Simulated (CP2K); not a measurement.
Two runs for the N K edge of pyrimidine. Run A: CP2K XAS_TDP, all-electron GAPW, PBEh(45%), aug-cc-pVDZ, TDA, no relativity. Run B differs in one setting.

First lines with a strength over 0.0015. A:

| atom | energy (eV) | states | strength, one atom |
| --- | --- | --- | --- |
| N3 (bonded to 2 C), 2 alike | 394.85 | 1 | 0.0506 |
|  | 400.60 | 1 | 0.0019 |
|  | 401.10 | 1 | 0.0018 |
|  | 401.56 | 1 | 0.0049 |
|  | 402.09 | 1 | 0.0023 |

B:

| atom | energy (eV) | states | strength, one atom |
| --- | --- | --- | --- |
| N3 (bonded to 2 C), 2 alike | 399.67 | 1 | 0.0586 |
|  | 406.39 | 1 | 0.0030 |
|  | 406.67 | 1 | 0.0017 |
|  | 407.11 | 1 | 0.0036 |
|  | 407.19 | 1 | 0.0016 |

Question: Which was it: the functional, scalar relativity switched on, GW2X switched on, the basis?

The functional (functional from PBEh(45%) to PBEh(60%); the lines alone don't name the new value). A functional moves all lines by electronvolts and changes their spacings and strengths. Against PBEh(45%) in aug-cc-pVDZ, the leading line moves by +4.82 eV, to 399.67 eV; the strength of N3's goes from 0.0506 to 0.0586. The next line of N3 over the strength cut lies 6.72 eV higher, against 5.75.

[Hosts, paths, dates, database ids (printed as entryN), source tags and the programs' standing remarks are cut or masked in the printed files.]
